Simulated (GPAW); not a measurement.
**Mg K ELNES/XANES of NaMgF3 (Pm-3m) from DFT**

What does one-electron theory with a core hole give for the Mg K edge of NaMgF3 (Pm-3m)?

Calculated with GPAW 26.7.0; X-ray absorption from dipole matrix elements to empty bands, plane-wave PAW LDA.

## Step 1: The structure

Symmetry: Pm-3m, No. 221, cubic system. Conventional cell: a = 3.951 Å, b = 3.951 Å, c = 3.951 Å, α = 90.00°, β = 90.00°, γ = 90.00°. Mg has 6 F at 1.98 Å nearest. Nearest to Na lie 12 F at 2.79 Å. Nearest to F lie 2 Mg at 1.98 Å and 4 Na at 2.79 Å. Farther neighbours and most contacts between anions are not listed.

As a file:

```
Mg Na F
1.0
     3.95084    0.00000    0.00000
     0.00000    3.95084    0.00000
     0.00000    0.00000    3.95084
Mg Na F
1 1 3
Cartesian
  1.9754 1.9754 1.9754
  0.0000 0.0000 0.0000
  0.0000 1.9754 1.9754
  1.9754 0.0000 1.9754
  1.9754 1.9754 0.0000
```

## Step 2: Ground state of the crystal

A plain self-consistent run shows whether there is a gap, which decides the set-up of the core-hole run.

Input file scf.py:

```python
import numpy as np
from ase import Atoms
from ase.parallel import parprint, paropen
from gpaw import GPAW, PW, FermiDirac, Mixer, MixerDif, setup_paths
from gpaw.test import gen
setup_paths.insert(0, '.')
gen('Mg', name='nch1s', xcname='LDA', corehole=(1, 0, 0), write_xml=True)
from gpaw.mpi import world
world.barrier()

atoms = Atoms('MgNaF3',
    cell=[[3.950839, 0, 0],
     [0, 3.950839, 0],
     [0, 0, 3.950839]],
    scaled_positions=[[0.5, 0.5, 0.5],
     [0, 0, 0],
     [0, 0.5, 0.5],
     [0.5, 0, 0.5],
     [0.5, 0.5, 0]],
    pbc=True)
atoms.calc = calc = GPAW(legacy_gpaw=True, mode=PW(500), xc='LDA', setups={0: 'nch1s'},
    kpts={'size': (6, 6, 6), 'gamma': True}, occupations=FermiDirac(0.05),
    charge=0, mixer=Mixer(0.1, 5, 50), maxiter=150,
    convergence={'density': 0.0001}, txt='scf.txt')
energy = atoms.get_potential_energy() + calc.get_reference_energy()
ef = calc.get_fermi_level()
out = dict(energy=energy, fermi=ef, forces=atoms.get_forces().tolist())
parprint(f'all-electron energy {energy:.4f} eV, Fermi level {ef:.4f} eV')
ev = np.array([[calc.get_eigenvalues(k, s) for k in range(len(calc.get_ibz_k_points()))] for s in range(calc.get_number_of_spins())])
out['homo'], out['lumo'], out['counts'] = ev[ev < ef].max(), ev[ev > ef].min(), sorted(set((ev < ef).sum((0, 2)).tolist()))
out['filled'] = (ev[:, 0] < ef).sum(1).tolist()
import json
with paropen('out.json', 'w') as f:
    json.dump(out, f)
```

Started as:

```sh
$ OMP_NUM_THREADS=1 mpirun -n 4 gpaw python scf.py
```

Numbers of over 12 decimals in the logs are rounded to 6 here.

What it wrote:

```text
Input parameters:
  convergence: {density: 0.0001}
  kpts: {gamma: True,
         size: (6, 6, 6)}
  maxiter: 150
  mixer: {backend: pulay,
          beta: 0.1,
          method: separate,
          nmaxold: 5,
          weight: 50}
  mode: {ecut: 500.0,
         name: pw}
  occupations: {fixmagmom: False,
                name: fermi-dirac,
                width: 0.05}
  setups: {0: nch1s}

Initialize ...

[... PAW data sets ...]

Reference energy: -17922.814938  # eV

Spin-paired calculation

[... convergence settings ...]
Symmetries present (total): 48
  [... symmetry matrices ...]

216 k-points: 6 x 6 x 6 Monkhorst-Pack grid + [1/12,1/12,1/12]
20 k-points in the irreducible part of the Brillouin zone
       k-points in crystal coordinates                weights
   0:     0.00000000    0.00000000    0.00000000          1/216
   1:     0.16666667    0.00000000    0.00000000          6/216
   2:     0.16666667    0.16666667    0.00000000         12/216
   3:     0.16666667    0.16666667    0.16666667          8/216
   4:     0.33333333    0.00000000    0.00000000          6/216
   5:     0.33333333    0.16666667    0.00000000         24/216
   6:     0.33333333    0.16666667    0.16666667         24/216
   7:     0.33333333    0.33333333    0.00000000         12/216
   8:     0.33333333    0.33333333    0.16666667         24/216
   9:     0.33333333    0.33333333    0.33333333          8/216
          ...
  19:     0.50000000    0.50000000    0.50000000          1/216

Wave functions: Plane wave expansion
  Cutoff energy: 500.000 eV
  Number of coefficients (min, max): 1542, 1596
  Pulay-stress correction: 0.000000 eV/Ang^3 (de/decut=0.000000)
  Using FFTW library
  Wavefunction extrapolation:
    Improved wavefunction reuse through dual PAW basis

Occupation numbers: Fermi-Dirac:
  width: 0.0500  # eV

Eigensolver
   Davidson(niter=2)

Densities:
  Coarse grid: 21*21*21 grid
  Fine grid: 42*42*42 grid
  Total Charge: 0.000000

Density mixing:
  Method: separate
  Backend: pulay
  Linear mixing parameter: 0.1
  old densities: 5
  Width of damping distribution: 1.1
  Damping of long wavelength oscillations: 50

[... Hamiltonian set-up ...]
Number of atoms: 5
Number of atomic orbitals: 27
Number of bands in calculation: 27
Number of valence electrons: 38
Bands to converge: occupied

... initialized

Initializing position-dependent things.

Density initialized from atomic densities
Creating initial wave functions:
  27 bands from LCAO basis set

Positions:
   0 Mg     1.975420    1.975420    1.975420    ( 0.0000,  0.0000,  0.0000)
   1 Na     0.000000    0.000000    0.000000    ( 0.0000,  0.0000,  0.0000)
   2 F      0.000000    1.975420    1.975420    ( 0.0000,  0.0000,  0.0000)
   3 F      1.975420    0.000000    1.975420    ( 0.0000,  0.0000,  0.0000)
   4 F      1.975420    1.975420    0.000000    ( 0.0000,  0.0000,  0.0000)

Unit cell:
           periodic     x           y           z      points  spacing
  1. axis:    yes    3.950839    0.000000    0.000000    21     0.1881
  2. axis:    yes    0.000000    3.950839    0.000000    21     0.1881
  3. axis:    yes    0.000000    0.000000    3.950839    21     0.1881

  Lengths:   3.950839   3.950839   3.950839
  Angles:   90.000000  90.000000  90.000000

Effective grid spacing dv^(1/3) = 0.1881

iter:   1   -27.507999
iter:   2   -26.841785   -1.25  -1.23
iter:   3   -26.084028   -1.06  -1.32
iter:   4   -26.047025   -2.17  -1.55
iter:   5   -26.032462   -2.61  -1.94
iter:   6   -26.034524c  -3.18  -2.86
iter:   7   -26.030810c  -3.56  -2.59
iter:   8   -26.030964c  -4.37  -3.53
iter:   9   -26.030783c  -4.59  -3.35
iter:  10   -26.030777c  -6.74  -4.04c
iter:  11   -26.030777c  -7.35  -4.82c
iter:  12   -26.030777c  -8.94c -5.00c

Converged after 12 iterations.

Dipole moment: (-0.000000, -0.000000, -0.000000) |e|*Ang

Energy contributions relative to reference atoms: (reference = -17922.814938)

Kinetic:        +19.674823
Potential:      -19.658051
External:        +0.000000
XC:             -26.571352
Entropy (-ST):   -0.000000
Local:           +0.523804
SIC:             +0.000000
--------------------------
Free energy:    -26.030777
Extrapolated:   -26.030777

Showing only first 2 kpts
 Kpt  Band  Eigenvalues  Occupancy
  0    17     -1.67692    2.00000
  0    18     -1.67689    2.00000
  0    19      4.38861    0.00000
  0    20     11.66966    0.00000

  1    17     -1.71503    2.00000
  1    18     -1.71500    2.00000
  1    19      4.85460    0.00000
  1    20     10.80793    0.00000

Fermi level: 0.32545

Gap: 5.616 eV
Transition (v -> c):
  (s=0, k=19, n=18, [0.50, 0.50, 0.50]) -> (s=0, k=0, n=19, [0.00, 0.00, 0.00])
Direct/indirect transitions are different
Direct gap: 6.065 eV
Transition at: (s=0, k=0, n=18, [0.00, 0.00, 0.00])

Forces in eV/Ang:
  0 Mg   -0.00000   -0.00000   -0.00000
  1 Na   -0.00000   -0.00000   -0.00000
  2 F     0.00000   -0.00000   -0.00000
  3 F    -0.00000    0.00000    0.00000
  4 F     0.00000    0.00000    0.00000
Scalar-relativistic atomic LDA calculation for Mg (Magnesium, Z=12)
Core hole in 1s state (1s occupation: 2.0)
450 radial gridpoints.
|------------------------------------------------|
|------------------------------------------------|
[... the atom generator's iteration count ...]

Energy contributions:
-------------------------
Kinetic:     +199.421891
XC:           -15.478236
Potential:   -383.390681
-------------------------
Total:       -199.447026

state      eigenvalue         ekin         rmax
-----------------------------------------------
1s^2.0 :   -46.058148    66.987568        0.085
2s^2.0 :    -2.913890     8.631240        0.548
2p^6.0 :    -1.717103     7.802539        0.477
3s^2.0 :    -0.175717     0.684522        2.514
3p^0.0 :    -0.050476     0.349037        3.500
-----------------------------------------------
(units: Bohr and Hartree)

Generating PAW setup
Kinetic energy of the core from tauc = 134.219440
Cutoffs:
rc(s)=2.060
rc(p)=2.050
rc(d)=1.960
rc(vbar)=2.000
rc(comp)=1.950
rc(nct)=2.060

Kinetic energy of the core states: 133.975135
Charge: 0.0
Core electrons: 2.0
Valence electrons: 10.0
Pseudo-core charge: 0.000000
Shape function alpha=2.630
Pseudo-electron charge 2.915379
state    eigenvalue         norm
--------------------------------
2s(2) :    -2.913890     0.147237
3s(2) :    -0.175717     1.006311
2p(6) :    -1.717103     0.101380
3p(0) :    -0.050476     0.993759
*d    :     0.000000
--------------------------------

Diagonalizing with gridspacing h=0.050

state   all-electron     PAW
-------------------------------
2s:      -2.913890    -2.914469
2p:      -1.717103    -1.717995
*d:                    0.032132
*f:                    0.068122
-------------------------------
all-electron energy -17948.8457 eV, Fermi level 0.3254 eV
```

Wall time 6.9 s (4 MPI ranks of Arm Neoverse V1, shared host); peak memory 0.2 GiB; 27 s of CPU time.

The mesh shows a gap of 5.62 eV, so the hole is first treated in a charged cell, without the excited electron.

## Step 3: Spectrum without a core hole, Mg atom 1

This cheap baseline ignores the attraction of the hole: it shows the absorber's empty states as they are in the ground state. The data set with a hole of occupation 0 only carries the core orbital.

The absorber has 6 F at 1.98 Å (octahedral, site symmetry m-3m).

Input file xas.py:

```python
import numpy as np
from ase import Atoms
from ase.parallel import parprint, paropen
from gpaw import GPAW, PW, FermiDirac, Mixer, MixerDif, setup_paths
from gpaw.test import gen
setup_paths.insert(0, '.')
gen('Mg', name='nch1s', xcname='LDA', corehole=(1, 0, 0), write_xml=True)
from gpaw.mpi import world
world.barrier()

atoms = Atoms('MgNaF3',
    cell=[[3.950839, 0, 0],
     [0, 3.950839, 0],
     [0, 0, 3.950839]],
    scaled_positions=[[0.5, 0.5, 0.5],
     [0, 0, 0],
     [0, 0.5, 0.5],
     [0.5, 0, 0.5],
     [0.5, 0.5, 0]],
    pbc=True)
atoms.calc = calc = GPAW(legacy_gpaw=True, mode=PW(500), xc='LDA', setups={0: 'nch1s'},
    kpts={'size': (6, 6, 6), 'gamma': True}, occupations=FermiDirac(0.02),
    charge=0, mixer=Mixer(0.1, 5, 50), maxiter=150,
    convergence={'density': 0.0001}, txt='scf.txt')
energy = atoms.get_potential_energy() + calc.get_reference_energy()
ef = calc.get_fermi_level()
out = dict(energy=energy, fermi=ef, forces=atoms.get_forces().tolist())
parprint(f'all-electron energy {energy:.4f} eV, Fermi level {ef:.4f} eV')
ev = np.array([[calc.get_eigenvalues(k, s) for k in range(len(calc.get_ibz_k_points()))] for s in range(calc.get_number_of_spins())])
out['homo'], out['lumo'], out['counts'] = ev[ev < ef].max(), ev[ev > ef].min(), sorted(set((ev < ef).sum((0, 2)).tolist()))
out['filled'] = (ev[:, 0] < ef).sum(1).tolist()

from ase.units import Ha
from gpaw.xas import dipole_matrix_elements
nb = int(calc.get_number_of_electrons() / 2) + 40
top, nb = nb, nb + 8 + nb // 12
nscf = calc.fixed_density(kpts={'size': (6, 6, 6), 'gamma': True}, nbands=nb,
    convergence={'bands': top, 'eigenstates': 1e-5}, maxiter=60, txt='nscf.txt')
cell = atoms.cell.array
ops = [cell.T @ U.T @ np.linalg.inv(cell.T) for U in nscf.wfs.kd.symmetry.op_scc]
filled = [19]  # bands filled in the ground state, by spin
E = np.arange(-25, 34, 0.1)
fwhm = np.interp(E, [4, 25], [0.9, 3.5])
Y, X, zero, highest = 0, 0, 1e9, 1e9
for spin in range(nscf.get_number_of_spins()):
    wfs = nscf.wfs
    A = dipole_matrix_elements(wfs.setups[0])
    eps = np.zeros((wfs.kd.nibzkpts, nb))
    d = np.zeros((3, A.shape[1], wfs.kd.nibzkpts, nb), complex)
    for kpt in wfs.kpt_u:
        if kpt.s == spin and 0 in kpt.P_ani:
            eps[kpt.k] = kpt.eps_n * Ha
            d[:, :, kpt.k] = (kpt.weight * wfs.nspins / 2) ** 0.5 * np.inner(A, kpt.P_ani[0])
    world.sum(eps)
    world.sum(d)
    T = np.einsum('amkn,bmkn->abkn', d, d.conj()).real
    T = sum(np.einsum('ai,ijkn,bj->abkn', R, T, R) for R in ops) / len(ops)
    empty = np.ones_like(eps, bool) & (np.arange(nb) >= filled[spin])
    zero, highest = min(zero, eps[empty].min()), min(highest, eps[:, top - 1].min())
    lines = [(eps, T, empty)] if spin == 0 else lines + [(eps, T, empty)]
for eps, T, empty in lines:
    f = np.einsum('aakn->akn', T).reshape(3, -1)
    x = eps.ravel() - zero
    w = np.interp(x, E, fwhm) / 2.35482
    g = np.exp(-0.5 * ((E[:, None] - x) / w) ** 2) / (w * (2 * np.pi) ** 0.5)
    Y = Y + (f * empty.ravel()) @ g.T
    X = X + (f * ~empty.ravel()) @ g.T
out.update(E=E.round(2).tolist(), xas=Y.tolist(), xes=X.tolist(), zero=zero, valid=highest - zero, nk=len(eps), nb=nb)
for i in range(0, len(E), 10):
    parprint(f'{E[i]:7.2f}', *(f'{v:10.3e}' for v in Y[:, i]))
import json
with paropen('out.json', 'w') as f:
    json.dump(out, f)
```

Started as:

```sh
$ OMP_NUM_THREADS=1 mpirun -n 4 gpaw python xas.py
```

What it wrote:

```text
Input parameters:
  convergence: {density: 0.0001}
  kpts: {gamma: True,
         size: (6, 6, 6)}
  maxiter: 150
  mixer: {backend: pulay,
          beta: 0.1,
          method: separate,
          nmaxold: 5,
          weight: 50}
  mode: {ecut: 500.0,
         name: pw}
  occupations: {fixmagmom: False,
                name: fermi-dirac,
                width: 0.02}
  setups: {0: nch1s}

Initialize ...

[...]
*d    :     0.000000
--------------------------------

Diagonalizing with gridspacing h=0.050

state   all-electron     PAW
-------------------------------
2s:      -2.913890    -2.914469
2p:      -1.717103    -1.717995
*d:                    0.032132
*f:                    0.068122
-------------------------------
all-electron energy -17948.8457 eV, Fermi level 0.3254 eV
[...]
32.00  1.065e-05  1.065e-05  1.065e-05
  33.00  1.017e-05  1.017e-05  1.017e-05
[key lines of the parts left out:]
Converged after 12 iterations.
Dipole moment: (-0.000000, -0.000000, -0.000000) |e|*Ang
Free energy:    -26.030777
Fermi level: 0.32545
```

The job ended after 15 s (4 MPI ranks; peak memory 0.23 GiB; 58 s of CPU time).

The Mg K spectrum, Mg atom 1, no core hole (energy from the lowest empty level; intensity scaled to a mean of 1 over the first 20 eV):

| E (eV) | intensity |
| --- | --- |
| -2.0 | 0.00 |
| -1.4 | 0.00 |
| -0.8 | 0.00 |
| -0.2 | 0.00 |
| 0.4 | 0.00 |
| 1.0 | 0.01 |
| 1.6 | 0.02 |
| 2.2 | 0.04 |
| 2.8 | 0.06 |
| 3.4 | 0.09 |
| 4.0 | 0.10 |
| 4.6 | 0.16 |
| 5.2 | 0.29 |
| 5.8 | 0.40 |
| 6.4 | 0.40 |
| 7.0 | 0.40 |
| 7.6 | 0.49 |
| 8.2 | 0.55 |
| 8.8 | 0.70 |
| 9.4 | 1.16 |
| 10.0 | 1.81 |
| 10.6 | 2.27 |
| 11.2 | 2.12 |
| 11.8 | 1.61 |
| 12.4 | 1.29 |
| 13.0 | 1.21 |
| 13.6 | 1.20 |
| 14.2 | 1.23 |
| 14.8 | 1.35 |
| 15.4 | 1.59 |
| 16.0 | 1.91 |
| 16.6 | 2.18 |
| 17.2 | 2.27 |
| 17.8 | 2.13 |
| 18.4 | 1.79 |
| 19.0 | 1.36 |
| 19.6 | 0.94 |
| 20.2 | 0.64 |
| 20.8 | 0.46 |
| 21.4 | 0.36 |
| 22.0 | 0.31 |
| 22.6 | 0.30 |
| 23.2 | 0.30 |
| 23.8 | 0.31 |
| 24.4 | 0.34 |
| 25.0 | 0.38 |
| 25.6 | 0.44 |
| 26.2 | 0.52 |
| 26.8 | 0.60 |
| 27.4 | 0.68 |
| 28.0 | 0.76 |
| 28.6 | 0.82 |
| 29.2 | 0.87 |
| 29.8 | 0.92 |
| 30.4 | 0.96 |
| 31.0 | 1.00 |
| 31.6 | 1.04 |

Main maxima below 24 eV (height): 10.8 eV (2.29) and 17.1 eV (2.27). A K edge sees empty p states on the absorber.

The same matrix elements for filled bands give the Mg K emission of Mg atom 1 (ground-state approximation; energy from the lowest empty level, largest value 1):

| E (eV) | emission |
| --- | --- |
| -24.00 | 0.03 |
| -23.25 | 0.00 |
| -22.50 | 0.00 |
| -21.75 | 0.00 |
| -21.00 | 0.00 |
| -20.25 | 0.00 |
| -19.50 | 0.00 |
| -18.75 | 0.00 |
| -18.00 | 0.00 |
| -17.25 | 0.00 |
| -16.50 | 0.00 |
| -15.75 | 0.00 |
| -15.00 | 0.00 |
| -14.25 | 0.00 |
| -13.50 | 0.00 |
| -12.75 | 0.00 |
| -12.00 | 0.00 |
| -11.25 | 0.00 |
| -10.50 | 0.00 |
| -9.75 | 0.02 |
| -9.00 | 0.24 |
| -8.25 | 0.81 |
| -7.50 | 0.82 |
| -6.75 | 0.23 |
| -6.00 | 0.09 |
| -5.25 | 0.01 |
| -4.50 | 0.00 |
| -3.75 | 0.00 |
| -3.00 | 0.00 |
| -2.25 | 0.00 |
| -1.50 | 0.00 |
| -0.75 | 0.00 |
| 0.00 | 0.00 |
| 0.75 | 0.00 |
| 1.50 | 0.00 |
| 2.25 | 0.00 |
| 3.00 | 0.00 |

Emission maxima: -7.8 eV (1.00).

## Step 4: Supercell without a hole, the energy reference

The photon energy needs a difference of total energies, so the cell and mesh of the coming hole run are first run without a hole.

scf.py, as its differences from that of step 2:

```diff
@@ -10,7 +10,10 @@
 
-atoms = Atoms('MgNaF3',
-    cell=[[3.950839, 0, 0],
-     [0, 3.950839, 0],
-     [0, 0, 3.950839]],
-    scaled_positions=[[0.5, 0.5, 0.5],
+atoms = Atoms('Mg4Na4F12',
+    cell=[[3.950839, 3.950839, 3.950839],
+     [-3.950839, 3.950839, -3.950839],
+     [-3.950839, -3.950839, 3.950839]],
+    scaled_positions=[[0.5, 0, 0],
+     [0.5, 0.5, 0.5],
+     [0, 0, 0.5],
+     [0, 0.5, 0],
      [0, 0, 0],
@@ -18,6 +21,18 @@
      [0.5, 0, 0.5],
-     [0.5, 0.5, 0]],
+     [0.5, 0.5, 0],
+     [0.5, 0.25, 0.25],
+     [0.5, 0.75, 0.75],
+     [0, 0.25, 0.75],
+     [0, 0.75, 0.25],
+     [0.25, 0.75, 0],
+     [0.25, 0.25, 0.5],
+     [0.75, 0.75, 0.5],
+     [0.75, 0.25, 0],
+     [0.25, 0, 0.75],
+     [0.25, 0.5, 0.25],
+     [0.75, 0, 0.25],
+     [0.75, 0.5, 0.75]],
     pbc=True)
 atoms.calc = calc = GPAW(legacy_gpaw=True, mode=PW(500), xc='LDA', setups={0: 'nch1s'},
-    kpts={'size': (6, 6, 6), 'gamma': True}, occupations=FermiDirac(0.05),
+    kpts={'size': (3, 3, 3), 'gamma': True}, occupations=FermiDirac(0.02),
     charge=0, mixer=Mixer(0.1, 5, 50), maxiter=150,
```

Started as:

```sh
$ OMP_NUM_THREADS=1 mpirun -n 4 gpaw python scf.py
```

What it wrote:

```text
Input parameters:
  convergence: {density: 0.0001}
  kpts: {gamma: True,
         size: (3, 3, 3)}
  maxiter: 150
  mixer: {backend: pulay,
          beta: 0.1,
          method: separate,
          nmaxold: 5,
          weight: 50}
  mode: {ecut: 500.0,
         name: pw}
  occupations: {fixmagmom: False,
                name: fermi-dirac,
                width: 0.02}
  setups: {0: nch1s}

Initialize ...

[...]
2s(2) :    -2.913890     0.147237
3s(2) :    -0.175717     1.006311
2p(6) :    -1.717103     0.101380
3p(0) :    -0.050476     0.993759
*d    :     0.000000
--------------------------------

Diagonalizing with gridspacing h=0.050

state   all-electron     PAW
-------------------------------
2s:      -2.913890    -2.914469
2p:      -1.717103    -1.717995
*d:                    0.032132
*f:                    0.068122
-------------------------------
all-electron energy -71795.3877 eV, Fermi level 0.3240 eV
[key lines of the parts left out:]
Converged after 14 iterations.
Dipole moment: (0.000000, 0.000000, 0.000000) |e|*Ang
Free energy:   -104.127929
Fermi level: 0.32403
```

Run time: 37 s. Hardware: 4 MPI ranks; peak memory 0.31 GiB; 2.4 min of CPU time.

Reference energy: -71795.388 eV with the cores included.

(Part 1 of 3 ends here.)

[Banner, clock and machine lines of the logs are left out without a mark of their own.]

[Logs are printed without paths, hosts, clocks, repeated set-up lines and the standing remarks that a program may print on its own settings, such as how far it seeks lower states.]

[Hosts, paths, dates, database ids (printed as entryN), source tags and the programs' standing remarks are cut or masked in the printed files.]

[Lists of maxima count a maximum above −3 eV only where it reaches 4 % of the highest in the window and stands out from its surroundings by 2 % of it (1.5 % where it reaches 55 %); shoulders and weaker maxima are passed over, and of the rest the first, up to two pre-edge ones and the few strongest are named.]
